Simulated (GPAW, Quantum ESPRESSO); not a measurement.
# V K-edge XANES of MnV (Pm-3m), part 3 of 4

Do two independent programs agree on the V K edge of MnV (Pm-3m)? The same cell and functional are run with XSpectra and with GPAW.

Quantum ESPRESSO 7.5 and GPAW 26.7.0; core-hole supercells, plane-wave PAW LDA.

So far. Step 8 (Spectrum with XCH, V atom 2 (Quantum ESPRESSO)): The total-energy difference is 5471.79 eV. One term is added: -23.69 eV, since the hole is spin-paired here and a spin-polarised one costs that much less in the free atom (computed apart). The photon energy is then 5448.10 eV. The tabulated edge of the element is 5465 eV. The functional leaves an error in such absolute values: in the free atom LDA prices this hole 14.0 eV below PBE (computed apart), and PBE is itself good to a few eV.

## Step 9: Another broadening

Level of this step: X-ray absorption near-edge structure, plane-wave PAW LDA, one-electron final states by a Lanczos continued fraction (Quantum ESPRESSO).

The final state's lifetime shortens with energy, so measured features broaden above the edge; the saved Lanczos coefficients are redrawn with a width that grows.

xspectra_plot.in reads:

```
&input_xspectra
   calculation='xanes_dipole', edge='K'
   prefix='x', outdir='tmp', xiabs=2, xe0=14.7309
   xonly_plot=.true., x_save_file='xanes.sav'
   xniter=3000, xcheck_conv=20, xerror=0.005
   xcoordcrys=.false., xepsilon(1)=1, xepsilon(2)=0, xepsilon(3)=0
/
&plot
   xnepoint=413, xemin=-10, xemax=45, terminator=.true., cut_occ_states=.true.
   gamma_mode='variable', gamma_energy(1)=4, gamma_energy(2)=25, gamma_value(1)=0.51, gamma_value(2)=4
/
&pseudos
   filecore='../V.wfc'
/
&cut_occ
   cut_desmooth=0.1, cut_stepl=0.05, cut_stepu=0.05, cut_ierror=1e-5
/
4 4 4 0 0 0
```

On the command line:

```bash
OMP_NUM_THREADS=1 xspectra.x -in xspectra_plot.in > xspectra_plot.out
```

Numbers of over 12 decimals in the logs are rounded to 6 here.

The program printed:

```text
     [... banner and references ...]
Reading input_file
     -------------------------------------------------------------------------

     calculation: xanes_dipole

     xonly_plot: TRUE
        => only the spectrum plot

     main plot parameters:
        cut_occ_states: TRUE
        gamma_mode:  variable
        -> first, constant up to point ( 4.00, 0.51) [eV]
        -> then, linear up to point (25.00, 4.00) [eV]
        -> finally, constant up to xemax
        xemin [eV]: -10.00
        xemax [eV]:  45.00
        xnepoint:  413
[...]
xemin [eV]: -10.00
        xemax [eV]:  45.00
        xnepoint:  413
        energy-dependent broadening parameter:
         -> first, constant up to point ( 4.00, 0.51) [eV]
         -> then, linear up to point (25.00, 4.00) [eV]
         -> finally, constant up to xemax
        Core level energy [eV]:  -5465.
         (from electron binding energy of neutral atoms in X-ray data booklet)

     Cross-section successfully written in xanes.dat

     -------------------------------------------------------------------------
                                END JOB XSpectra
     -------------------------------------------------------------------------
[key lines of the parts left out:]
Fermi level [eV]:  15.0901
```

The job ended after 2 s (1 MPI rank of Arm Neoverse V2, shared host; peak memory 0.05 GiB).

With a Lorentzian half width 0.51 eV up to 4 eV, rising linearly to 4 eV at 25 eV, the maxima are 1.7 eV (0.43), 5.0 eV (0.74), 6.6 eV (0.75) and 19.5 eV (1.53).

## Step 10: Quadrupole spectrum with XCH, V atom 2 (Quantum ESPRESSO)

Pre-edge features of transition metals can come from s→d transitions, which the dipole operator misses, so the quadrupole term is computed on the same field.

Changed against the first core-hole run: operator from dipole to quadrupole.

xspectra.in reads:

```
&input_xspectra
   calculation='xanes_quadrupole', edge='K'
   prefix='x', outdir='tmp', xiabs=2, xe0=14.7309
   xonly_plot=.false., x_save_file='xanes.sav'
   xniter=3000, xcheck_conv=20, xerror=0.005
   xcoordcrys=.false., xepsilon(1)=1, xepsilon(2)=0, xepsilon(3)=0
   xkvec(1)=0, xkvec(2)=1, xkvec(3)=0
/
&plot
   xnepoint=226, xemin=-8, xemax=22, terminator=.true., cut_occ_states=.true.
   xgamma=0.4
/
&pseudos
   filecore='../V.wfc'
/
&cut_occ
   cut_desmooth=0.1, cut_stepl=0.05, cut_stepu=0.05, cut_ierror=1e-5
/
4 4 4 0 0 0
```

On the command line:

```bash
OMP_NUM_THREADS=1 mpirun --oversubscribe --bind-to none -np 4 xspectra.x -nk 4 -in xspectra.in > xspectra.out
```

The program printed:

```text
     [... banner and references ...]
Reading input_file

     calculation: xanes_qyadrupole

     xepsilon  [cartesian coordinates]:   1.000000   0.000000   0.000000

     xonly_plot: FALSE
        => complete calculation: Lanczos + spectrum plot

     filecore (core-wavefunction file): ../V.wfc

     main plot parameters:
        cut_occ_states: TRUE
        gamma_mode:  constant
        -> using xgamma [eV]:  0.40
        xemin [eV]:  -8.00
        xemax [eV]:  22.00
        xnepoint:  226
        xe0 [eV]:  14.730900 (energy zero read in input file)

[...]
Results of STEP 1 successfully written in x_save_file
     x_save_file name:
     ->  xanes.sav
     x_save_file version:  2

     ... End STEP 1 ...

     ... Begin STEP 2 ...

     The spectrum is calculated using the following parameters:
        xe0 [eV]:   14.7309
        the occupied states are elimintate from the spectrum
        xemin [eV]:  -8.00
        xemax [eV]:  22.00
        xnepoint:  226
        constant broadening parameter [eV]:    0.400
        Core level energy [eV]:  -5465.
         (from electron binding energy of neutral atoms in X-ray data booklet)

     Cross-section successfully written in xanes.dat

     ... End STEP 2 ...

                                END JOB XSpectra
```

The job ended after 5.7 min (4 MPI ranks; peak memory 0.38 GiB; 23 min of CPU time).

Dipole and quadrupole parts on one scale (eps x, k y):

| E (eV) | dipole | quadrupole × 20 |
| --- | --- | --- |
| -3.0 | 0.03 | 0.01 |
| -2.0 | 0.03 | 0.01 |
| -1.0 | 0.05 | 0.03 |
| 0.0 | 0.16 | 0.18 |
| 1.0 | 0.38 | 0.27 |
| 2.0 | 0.40 | 0.20 |
| 3.0 | 0.38 | 0.08 |
| 4.0 | 0.62 | 0.05 |
| 5.0 | 0.76 | 0.04 |
| 6.0 | 0.61 | 0.02 |
| 7.0 | 0.72 | 0.02 |
| 8.0 | 0.43 | 0.02 |
| 9.0 | 0.69 | 0.04 |
| 10.0 | 1.10 | 0.07 |
| 11.0 | 1.21 | 0.04 |
| 12.0 | 1.25 | 0.05 |
| 13.0 | 1.42 | 0.04 |
| 14.0 | 1.43 | 0.04 |
| 15.0 | 1.61 | 0.03 |
| 16.0 | 1.46 | 0.03 |
| 17.0 | 1.53 | 0.02 |
| 18.0 | 1.64 | 0.02 |
| 19.0 | 1.47 | 0.02 |
| 20.0 | 2.42 | 0.02 |
| 21.0 | 2.22 | 0.02 |
| 22.0 | 1.13 | 0.02 |

## Step 11: The field without a hole (GPAW)

The second program starts from its own ground state, on the same cell and functional.

scf.py reads:

```python
import numpy as np
from ase import Atoms
from ase.parallel import parprint, paropen
from gpaw import GPAW, PW, FermiDirac, Mixer, MixerDif, setup_paths
from gpaw.test import gen
setup_paths.insert(0, '.')
gen('V', name='nch1s', xcname='LDA', corehole=(1, 0, 0), write_xml=True)
from gpaw.mpi import world
world.barrier()

atoms = Atoms('MnV',
    cell=[[2.9, 0, 0],
     [0, 2.9, 0],
     [0, 0, 2.9]],
    scaled_positions=[[0, 0, 0],
     [0.5, 0.5, 0.5]],
    magmoms=[4.0, 2.0],
    pbc=True)
atoms.calc = calc = GPAW(legacy_gpaw=True, mode=PW(500, force_complex_dtype=True), xc='LDA', setups={1: 'nch1s'},
    kpts={'size': (9, 9, 9), 'gamma': True}, occupations=FermiDirac(0.05),
    charge=0, mixer=MixerDif(0.05, 8, 50), maxiter=150,
    convergence={'density': 0.0001, 'eigenstates': 1e-6}, txt='scf.txt')
energy = atoms.get_potential_energy() + calc.get_reference_energy()
ef = calc.get_fermi_level()
out = dict(energy=energy, fermi=ef, forces=atoms.get_forces().tolist(), magmoms=atoms.get_magnetic_moments().tolist())
parprint(f'all-electron energy {energy:.4f} eV, Fermi level {ef:.4f} eV')
ev = np.array([[calc.get_eigenvalues(k, s) for k in range(len(calc.get_ibz_k_points()))] for s in range(calc.get_number_of_spins())])
out['homo'], out['lumo'], out['counts'] = ev[ev < ef].max(), ev[ev > ef].min(), sorted(set((ev < ef).sum((0, 2)).tolist()))
out['filled'] = (ev[:, 0] < ef).sum(1).tolist()
import json
with paropen('out.json', 'w') as f:
    json.dump(out, f)
```

On the command line:

```bash
OMP_NUM_THREADS=1 mpirun -n 4 gpaw python scf.py
```

The program printed:

```text
Input parameters:
  convergence: {density: 0.0001,
                eigenstates: 1e-06}
  kpts: {gamma: True,
         size: (9, 9, 9)}
  maxiter: 150
  mixer: {backend: pulay,
          beta: 0.05,
          method: difference,
          nmaxold: 8,
          weight: 50}
  mode: {ecut: 500.0,
         force_complex_dtype: True,
         name: pw}
  occupations: {fixmagmom: False,
                name: fermi-dirac,
[...]
4s(2) :    -0.178072     1.003464
3p(6) :    -1.615533     0.171625
4p(0) :    -0.056085     0.989693
3d(3) :    -0.197746     0.439587
*d    :     0.802254
--------------------------------

Diagonalizing with gridspacing h=0.050

state   all-electron     PAW
-------------------------------
3s:      -2.565793    -2.566150
3p:      -1.615533    -1.616425
3d:      -0.197746    -0.198316
*f:                    0.067119
-------------------------------
all-electron energy -57244.0116 eV, Fermi level 9.8860 eV
[key lines of the parts left out:]
Converged after 21 iterations.
Dipole moment: (-0.000000, -0.000000, -0.000000) |e|*Ang
Free energy:    -20.941672
Fermi level: 9.88595
```

It took 9.2 s on 4 MPI ranks; peak memory 0.2 GiB.

The mesh shows no gap, so the system is treated as a metal and the core electron is put at the Fermi level (neutral cell).

## Step 12: Spectrum without a core hole, V atom 2 (GPAW)

Without a hole the spectrum is the empty density of states of the right symmetry on the absorber, weighted by matrix elements. It needs only the small cell and serves as the baseline. The data set with a hole of occupation 0 only carries the core orbital.

xas.py reads:

```python
import numpy as np
from ase import Atoms
from ase.parallel import parprint, paropen
from gpaw import GPAW, PW, FermiDirac, Mixer, MixerDif, setup_paths
from gpaw.test import gen
setup_paths.insert(0, '.')
gen('V', name='nch1s', xcname='LDA', corehole=(1, 0, 0), write_xml=True)
from gpaw.mpi import world
world.barrier()

atoms = Atoms('MnV',
    cell=[[2.9, 0, 0],
     [0, 2.9, 0],
     [0, 0, 2.9]],
    scaled_positions=[[0, 0, 0],
     [0.5, 0.5, 0.5]],
    magmoms=[4.0, 2.0],
    pbc=True)
atoms.calc = calc = GPAW(legacy_gpaw=True, mode=PW(500, force_complex_dtype=True), xc='LDA', setups={1: 'nch1s'},
    kpts={'size': (12, 12, 12), 'gamma': True}, occupations=FermiDirac(0.1),
    charge=0, mixer=MixerDif(0.05, 8, 50), maxiter=150,
    convergence={'density': 0.0001, 'eigenstates': 1e-6}, txt='scf.txt')
energy = atoms.get_potential_energy() + calc.get_reference_energy()
ef = calc.get_fermi_level()
out = dict(energy=energy, fermi=ef, forces=atoms.get_forces().tolist(), magmoms=atoms.get_magnetic_moments().tolist())
parprint(f'all-electron energy {energy:.4f} eV, Fermi level {ef:.4f} eV')
ev = np.array([[calc.get_eigenvalues(k, s) for k in range(len(calc.get_ibz_k_points()))] for s in range(calc.get_number_of_spins())])
out['homo'], out['lumo'], out['counts'] = ev[ev < ef].max(), ev[ev > ef].min(), sorted(set((ev < ef).sum((0, 2)).tolist()))
out['filled'] = (ev[:, 0] < ef).sum(1).tolist()

from ase.units import Ha
from gpaw.xas import dipole_matrix_elements
nb = int(calc.get_number_of_electrons() / 2) + 28
top = nb
nscf = calc.fixed_density(kpts={'size': (7, 7, 7), 'gamma': True},
    convergence={'eigenstates': 1.0}, txt='nscf.txt')
nscf.diagonalize_full_hamiltonian(nbands=nb)
cell = atoms.cell.array
ops = [cell.T @ U.T @ np.linalg.inv(cell.T) for U in nscf.wfs.kd.symmetry.op_scc]
E = np.arange(-25, 34, 0.1)
fwhm = np.interp(E, [4, 25], [1.01, 3.5])
Y, X, zero, highest = 0, 0, 1e9, 1e9
for spin in range(nscf.get_number_of_spins()):
    wfs = nscf.wfs
    mine = wfs.bd.get_slice()  # this rank's bands
    A = dipole_matrix_elements(wfs.setups[1])
    eps = np.zeros((wfs.kd.nibzkpts, nb))
    d = np.zeros((3, A.shape[1], wfs.kd.nibzkpts, nb), complex)
    for kpt in wfs.kpt_u:
        if kpt.s == spin and 1 in kpt.P_ani:
            eps[kpt.k, mine] = kpt.eps_n * Ha
            d[:, :, kpt.k, mine] = (kpt.weight * wfs.nspins / 2) ** 0.5 * np.inner(A, kpt.P_ani[1])
    world.sum(eps)
    world.sum(d)
    T = np.einsum('amkn,bmkn->abkn', d, d.conj()).real
    T = sum(np.einsum('ai,ijkn,bj->abkn', R, T, R) for R in ops) / len(ops)
    empty = eps > ef
    zero, highest = min(zero, eps[empty].min()), min(highest, eps[:, top - 1].min())
    lines = [(eps, T, empty)] if spin == 0 else lines + [(eps, T, empty)]
for eps, T, empty in lines:
    f = np.einsum('aakn->akn', T).reshape(3, -1)
    x = eps.ravel() - zero
    w = np.interp(x, E, fwhm) / 2.35482
    g = np.exp(-0.5 * ((E[:, None] - x) / w) ** 2) / (w * (2 * np.pi) ** 0.5)
    Y = Y + (f * empty.ravel()) @ g.T
    X = X + (f * ~empty.ravel()) @ g.T
out.update(E=E.round(2).tolist(), xas=Y.tolist(), xes=X.tolist(), zero=zero, valid=highest - zero, nk=len(eps), nb=nb)
for i in range(0, len(E), 10):
    parprint(f'{E[i]:7.2f}', *(f'{v:10.3e}' for v in Y[:, i]))
import json
with paropen('out.json', 'w') as f:
    json.dump(out, f)
```

On the command line:

```bash
OMP_NUM_THREADS=1 mpirun -n 4 gpaw python xas.py
```

The program printed:

```text
Input parameters:
  convergence: {density: 0.0001,
                eigenstates: 1e-06}
  kpts: {gamma: True,
         size: (12, 12, 12)}
  maxiter: 150
  mixer: {backend: pulay,
          beta: 0.05,
          method: difference,
          nmaxold: 8,
          weight: 50}
  mode: {ecut: 500.0,
         force_complex_dtype: True,
         name: pw}
  occupations: {fixmagmom: False,
                name: fermi-dirac,
[...]
3s:      -2.565793    -2.566150
3p:      -1.615533    -1.616425
3d:      -0.197746    -0.198316
*f:                    0.067119
-------------------------------
all-electron energy -57244.0153 eV, Fermi level 9.8678 eV
 -25.00 1.356e-254 1.356e-254 1.356e-254
 -24.00 8.262e-245 8.262e-245 8.262e-245
 -23.00 3.195e-235 3.195e-235 3.195e-235
 -22.00 7.838e-226 7.838e-226 7.838e-226
[...]
32.00  7.589e-07  7.589e-07  7.589e-07
  33.00  7.174e-07  7.174e-07  7.174e-07
[key lines of the parts left out:]
Converged after 14 iterations.
Dipole moment: (0.000000, 0.000000, 0.000000) |e|*Ang
Free energy:    -20.957388
Fermi level: 9.86783
```

The job ended after 19 s (4 MPI ranks; peak memory 0.27 GiB; 77 s of CPU time).

The V K spectrum, V atom 2, no core hole (energy from the lowest empty level; intensity scaled to a mean of 1 over the first 20 eV):

| E (eV) | intensity |
| --- | --- |
| -2.0 | 0.00 |
| -1.4 | 0.00 |
| -0.8 | 0.01 |
| -0.2 | 0.11 |
| 0.4 | 0.33 |
| 1.0 | 0.59 |
| 1.6 | 0.63 |
| 2.2 | 0.40 |
| 2.8 | 0.39 |
| 3.4 | 0.58 |
| 4.0 | 0.79 |
| 4.6 | 0.82 |
| 5.2 | 0.68 |
| 5.8 | 0.93 |
| 6.4 | 1.04 |
| 7.0 | 0.70 |
| 7.6 | 0.36 |
| 8.2 | 0.46 |
| 8.8 | 0.70 |
| 9.4 | 0.84 |
| 10.0 | 0.99 |
| 10.6 | 1.20 |
| 11.2 | 1.30 |
| 11.8 | 1.26 |
| 12.4 | 1.25 |
| 13.0 | 1.32 |
| 13.6 | 1.35 |
| 14.2 | 1.33 |
| 14.8 | 1.32 |
| 15.4 | 1.37 |
| 16.0 | 1.43 |
| 16.6 | 1.44 |
| 17.2 | 1.40 |
| 17.8 | 1.34 |
| 18.4 | 1.35 |
| 19.0 | 1.47 |
| 19.6 | 1.65 |
| 20.2 | 1.76 |
| 20.8 | 1.72 |
| 21.4 | 1.55 |
| 22.0 | 1.33 |
| 22.6 | 1.14 |
| 23.2 | 1.02 |
| 23.8 | 0.96 |
| 24.4 | 0.92 |
| 25.0 | 0.93 |
| 25.6 | 0.97 |
| 26.2 | 1.05 |
| 26.8 | 1.14 |
| 27.4 | 1.22 |
| 28.0 | 1.27 |
| 28.6 | 1.28 |
| 29.2 | 1.26 |
| 29.8 | 1.22 |
| 30.4 | 1.17 |
| 31.0 | 1.11 |
| 31.6 | 1.05 |

Main maxima below 30 eV (height): 1.4 eV (0.66), 4.4 eV (0.84), 6.2 eV (1.05), 11.2 eV (1.30), 13.5 eV (1.35), 16.4 eV (1.44), 20.4 eV (1.77) and 28.5 eV (1.28). A K edge sees empty p states, which here mix into the lowest empty bands, so that weight starts at the zero.

The same matrix elements for filled bands give the V K emission of V atom 2 (ground-state approximation; energy from the lowest empty level, largest value 1):

| E (eV) | emission |
| --- | --- |
| -24.00 | 0.00 |
| -23.25 | 0.00 |
| -22.50 | 0.00 |
| -21.75 | 0.00 |
| -21.00 | 0.00 |
| -20.25 | 0.00 |
| -19.50 | 0.00 |
| -18.75 | 0.00 |
| -18.00 | 0.00 |
| -17.25 | 0.00 |
| -16.50 | 0.00 |
| -15.75 | 0.00 |
| -15.00 | 0.00 |
| -14.25 | 0.00 |
| -13.50 | 0.00 |
| -12.75 | 0.00 |
| -12.00 | 0.00 |
| -11.25 | 0.00 |
| -10.50 | 0.00 |
| -9.75 | 0.00 |
| -9.00 | 0.00 |
| -8.25 | 0.00 |
| -7.50 | 0.01 |
| -6.75 | 0.03 |
| -6.00 | 0.08 |
| -5.25 | 0.15 |
| -4.50 | 0.32 |
| -3.75 | 0.47 |
| -3.00 | 0.52 |
| -2.25 | 0.66 |
| -1.50 | 0.99 |
| -0.75 | 0.66 |
| 0.00 | 0.24 |
| 0.75 | 0.01 |
| 1.50 | 0.00 |
| 2.25 | 0.00 |
| 3.00 | 0.00 |

Emission maxima: -1.4 eV (1.00).

## Step 13: Reference energy of the supercell (GPAW)

Total energies of two programs can't be mixed, so the cell and mesh of GPAW's hole run get a reference energy of their own.

Edit scf.py of step 11 so:

```diff
@@ -10,12 +10,26 @@
 
-atoms = Atoms('MnV',
-    cell=[[2.9, 0, 0],
-     [0, 2.9, 0],
-     [0, 0, 2.9]],
+atoms = Atoms('Mn8V8',
+    cell=[[5.8, 0, 0],
+     [0, 5.8, 0],
+     [0, 0, 5.8]],
     scaled_positions=[[0, 0, 0],
-     [0.5, 0.5, 0.5]],
-    magmoms=[4.0, 2.0],
+     [0, 0, 0.5],
+     [0, 0.5, 0],
+     [0.5, 0, 0],
+     [0, 0.5, 0.5],
+     [0.5, 0, 0.5],
+     [0.5, 0.5, 0],
+     [0.5, 0.5, 0.5],
+     [0.25, 0.25, 0.25],
+     [0.25, 0.25, 0.75],
+     [0.25, 0.75, 0.25],
+     [0.75, 0.25, 0.25],
+     [0.25, 0.75, 0.75],
+     [0.75, 0.25, 0.75],
+     [0.75, 0.75, 0.25],
+     [0.75, 0.75, 0.75]],
+    magmoms=[4.0, 4.0, 4.0, 4.0, 4.0, 4.0, 4.0, 4.0, 2.0, 2.0, 2.0, 2.0, 2.0, 2.0, 2.0, 2.0],
     pbc=True)
-atoms.calc = calc = GPAW(legacy_gpaw=True, mode=PW(500, force_complex_dtype=True), xc='LDA', setups={1: 'nch1s'},
-    kpts={'size': (9, 9, 9), 'gamma': True}, occupations=FermiDirac(0.05),
+atoms.calc = calc = GPAW(legacy_gpaw=True, mode=PW(500, force_complex_dtype=True), xc='LDA', setups={8: 'nch1s'},
+    kpts={'size': (3, 3, 3), 'gamma': True}, occupations=FermiDirac(0.1),
     charge=0, mixer=MixerDif(0.05, 8, 50), maxiter=150,
```

On the command line:

```bash
OMP_NUM_THREADS=1 mpirun -n 4 gpaw python scf.py
```

The program printed:

```text
Input parameters:
  convergence: {density: 0.0001,
                eigenstates: 1e-06}
  kpts: {gamma: True,
         size: (3, 3, 3)}
  maxiter: 150
  mixer: {backend: pulay,
          beta: 0.05,
          method: difference,
          nmaxold: 8,
          weight: 50}
  mode: {ecut: 500.0,
         force_complex_dtype: True,
         name: pw}
  occupations: {fixmagmom: False,
                name: fermi-dirac,
[...]
4s(2) :    -0.178072     1.003464
3p(6) :    -1.615533     0.171625
4p(0) :    -0.056085     0.989693
3d(3) :    -0.197746     0.439587
*d    :     0.802254
--------------------------------

Diagonalizing with gridspacing h=0.050

state   all-electron     PAW
-------------------------------
3s:      -2.565793    -2.566150
3p:      -1.615533    -1.616425
3d:      -0.197746    -0.198316
*f:                    0.067119
-------------------------------
all-electron energy -457952.1285 eV, Fermi level 9.8719 eV
[key lines of the parts left out:]
Converged after 21 iterations.
Dipole moment: (-0.000000, -0.000000, -0.000000) |e|*Ang
Free energy:   -167.665638
Fermi level: 9.87194
```

It took 2.3 min on 4 MPI ranks; peak memory 0.43 GiB; 9.2 min of CPU time.

Reference energy: -457952.128 eV with the cores included.

[end of part 3 of 4]

[Banner, clock and machine lines of the logs are left out without a mark of their own.]

[Logs are printed without paths, hosts, clocks, repeated set-up lines and the standing remarks that a program may print on its own settings, such as how far it seeks lower states.]

[Hosts, paths, dates, database ids (printed as entryN), source tags and the programs' standing remarks are cut or masked in the printed files.]

[Lists of maxima count a maximum above −3 eV only where it reaches 4 % of the highest in the window and stands out from its surroundings by 2 % of it (1.5 % where it reaches 55 %); shoulders and weaker maxima are passed over, and of the rest the first, up to two pre-edge ones and the few strongest are named.]
